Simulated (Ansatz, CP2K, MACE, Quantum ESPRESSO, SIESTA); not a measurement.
# Amorphous Ge at 5.40 g/cm³ (72 atoms): one relaxed cell, several methods

Aim: relax amorphous Ge at 5.40 g/cm³ (72 atoms), then compare forces, pressure and levels from several programs at that geometry.

All numbers are calculated, not measured.

**1. Set-up**

The cell holds 72 atoms (72 Ge), with edges of 11.71, 11.71 and 11.71 Å. Recipe: 72 atoms (72 Ge) placed at random at 5.4 g/cm³, melted at 3500 K for 10 ps at fixed volume with the Tersoff potential (Tersoff, Phys. Rev. B 39, 5566 (1989)). Quenched from 3500 K to 300 K at 20 K/ps and fixed volume, annealed at 800 K for 20 ps, held 5 ps, then minimised at fixed cell. Then the atoms were relaxed with MACE MPA-0 medium in the fixed cell. Then the atoms were relaxed with CP2K double zeta, PBE.

**2. The relaxation**

CP2K double zeta (DZVP-MOLOPT-SR, GTH-PBE potentials, 280 Ry; k-points Γ) took 57 geometry steps and reached its thresholds. It started from the geometry that MACE MPA-0 medium had relaxed.

It took 14 min on 8 threads of Arm Neoverse V2, shared host; peak memory 1.8 GiB; 64 min of CPU time.

```
                                  before           after
       energy (meV/atom)               0           -33.1
Ge-Ge bonds under 2.93 Å  153 at 2.531 Å  154 at 2.583 Å
```

Atoms moved by 0.57 Å r.m.s. and 1.23 Å at most, with the common shift taken off.

**3. Local order after relaxation**

Density 5.40 g/cm³, 22.32 Å³ an atom.

Pair distribution function in bins of 0.1 Å:

```
r (Å)  total
 2.35   0.00
 2.45   2.34
 2.55   6.00
 2.65   1.77
 2.75   0.79
 2.85   0.43
 2.95   0.23
 3.05   0.48
 3.15   0.40
 3.25   0.28
 3.35   0.48
 3.45   0.79
 3.55   1.09
 3.65   0.89
 3.75   1.33
 3.85   1.36
 3.95   1.43
 4.05   1.62
 4.15   1.86
 4.25   1.45
 4.35   1.15
 4.45   1.14
 4.55   1.14
 4.65   0.71
 4.75   0.83
 4.85   0.70
 4.95   0.75
 5.05   0.85
 5.15   0.70
 5.25   0.72
 5.35   0.90
 5.45   0.88
 5.55   0.80
 5.65   0.77
 5.75   1.01
 5.85   0.98
```

Bonds by pair of elements; cutoffs follow the first minimum of g(r), held within bounds set by covalent radii, and pairs that aren't listed don't count as bonded:

| pair A-B | cutoff (Å) | bonds | mean length (Å) | spread (Å) | shortest (Å) | B about A | A about B |
| --- | --- | --- | --- | --- | --- | --- | --- |
| Ge-Ge | 2.93 | 154 | 2.58 | 0.101 | 2.44 | 4.28 | 4.28 |

How many atoms have how many bonded neighbours:

```
element  mean  3   4   5
     Ge  4.28  1  50  21
```

Bond angles (no mean is given where the spread exceeds 20°):

```csv
angle,count,mean (°),spread (°)
Ge-Ge-Ge,513,107,19.7
```

Bond length by coordination (bonds to H left out):

```
element  coordination  atoms  mean bond length (Å)
     Ge             3      1                  2.66
     Ge             4     50                  2.55
     Ge             5     21                  2.64
```

Rings of the network by King's shortest-path rule, up to 12 atoms, one path for each pair of neighbours; H, halogens, alkali and alkaline-earth atoms are left out, and the last column divides by all other atoms, bonded or not:

```
ring size (atoms)  rings  per network atom
                3      1             0.014
                4     11             0.153
                5     52             0.722
                6     72                 1
                7     42             0.583
                8      4             0.056
```

The first maximum of g(r) stands at about 2.5 Å. Counting bonds as in the table, 69 % of Ge atoms have 4 bonded neighbours. Bonds at Ge atoms with 4 neighbours average 2.55 Å, against 2.64 Å at those with 5. Rings of 6 atoms are the most common (40 % of those counted); sizes run from 3 to 8.

**4. The plane-wave reference**

Quantum ESPRESSO 7.5: Kohn-Sham DFT, PBE, SSSP efficiency 1.3.0 pseudopotentials, plane waves. Its input for the relaxed cell:

```
&control
  calculation = 'scf'
  pseudo_dir = './pseudo'
  outdir = './tmp'
  disk_io = 'none'
  tprnfor = .true.
  tstress = .true.
/
&system
  ibrav = 0
  nat = 72
  ntyp = 1
  ecutwfc = 45
  ecutrho = 360
  nosym = .true.
  occupations = 'smearing'
  smearing = 'fd'
  degauss = 0.003675
/
&electrons
  conv_thr = 3.6e-07
  electron_maxstep = 100
  mixing_beta = 0.2
  mixing_mode = 'local-TF'
  diagonalization = 'david'
/
ATOMIC_SPECIES
Ge 72.630 Ge.upf
CELL_PARAMETERS angstrom
11.71280 0.00000 0.00000
0.00000 11.71280 0.00000
0.00000 0.00000 11.71280
ATOMIC_POSITIONS crystal
Ge 0.76886 0.40930 0.64482
Ge 0.88277 0.41482 0.83316
Ge 0.51133 0.51816 0.82872
[... 67 atom lines left out ...]
Ge 0.54709 0.28533 0.19889
Ge 0.24760 0.53889 0.07719
K_POINTS gamma
```

Wall time 2.3 min (8 MPI ranks of Arm Neoverse V2, shared host); peak memory 5.5 GiB.

**5. All levels at this geometry**

CPU times are from a shared host and are rough.

| level | basis or training data | k-points | own r.m.s. force (meV/Å) | difference from the reference (meV/Å) | pressure (GPa) | Kohn-Sham gap (eV) | CPU time | memory (GiB) |
| --- | --- | --- | --- | --- | --- | --- | --- | --- |
| QE, PBE | plane waves, SSSP efficiency, 45/360 Ry | Γ | 28 | - | 1.41 | 0.32 | 19 min | 5.5 |
| CP2K triple zeta, PBE | TZV2P-UZH, GTH-PBE potentials, 350 Ry | Γ | 21 | 17 | 2.14 | 0.32 | 5.6 min | 5.0 |
| SIESTA DZP, PBE | DZP orbitals, shift 0.01 Ry, mesh 250 Ry | Γ | 110 | 122 | 3.87 | 0.31 | 6.4 min | 1.9 |
| MACE MPA-0 medium | trained on PBE(+U) plane-wave data | - | 167 | 163 | 1.06 | - | 6.3 s | 0.82 |

The gap is the spacing of the highest filled and lowest empty Kohn-Sham level on the mesh; a dash marks partly filled levels, a spacing under 0.15 eV or a method without such levels.

**6. Findings**

Relaxation in the fixed cell lowers the energy by 33 meV/atom at its own level and moves atoms by up to 1.23 Å. By the cutoffs of the final cell 11 bonds formed and 10 were lost, leaving 154. The reference finds an r.m.s. force of 28 meV/Å there and a pressure of 1.41 GPa, at a geometry that CP2K double zeta made.

Forces differ from the reference's by 17 meV/Å (CP2K triple zeta, PBE), 122 meV/Å (SIESTA DZP, PBE) and 163 meV/Å (MACE MPA-0 medium). CP2K double zeta is at its own minimum here, so the reference's force is itself a measure of how the two differ. Pressures lie -0.4 GPa (MACE MPA-0 medium), +0.7 GPa (CP2K triple zeta, PBE) and +2.5 GPa (SIESTA DZP, PBE) from the reference's. The highest filled and lowest empty levels lie 0.32 eV apart in the reference, against 0.32 eV in CP2K triple zeta, PBE and 0.31 eV in SIESTA DZP, PBE. Counting bonds as in the table, 69 % of Ge atoms have 4 bonded neighbours. Rings of 6 atoms are the most common (40 % of those counted); sizes run from 3 to 8.

**Limits.** The density was set by the recipe and held. One sample of a disordered cell; defect or tail levels can set the gap. Gaps are read on the mesh, which holds the band edges only if they fold onto it, and semilocal functionals tend to put them under measured ones. The quench rate of 20 K/ps is many orders above laboratory rates, so the cell is likely richer in defects and strain than a real sample. The reference samples only Γ, in a cell whose shortest periodic width is 12 Å. The plane-wave runs aren't exact: their cutoffs and mesh weren't converged further here. SIESTA's automatically made basis is far from complete, and its potentials were converted by us (checked for H, C, O, Si, Ge and Ca alone). Spin–orbit coupling is left out. Where levels are smeared, the DFT runs use Fermi–Dirac occupations at 580 K (0.05 eV), and energies are free energies.

[Logs are printed without paths, hosts, clocks, repeated set-up lines and the standing remarks that a program may print on its own settings, such as how far it seeks lower states.]

[Hosts, paths, dates, database ids (printed as entryN), source tags and the programs' standing remarks are cut or masked in the printed files.]
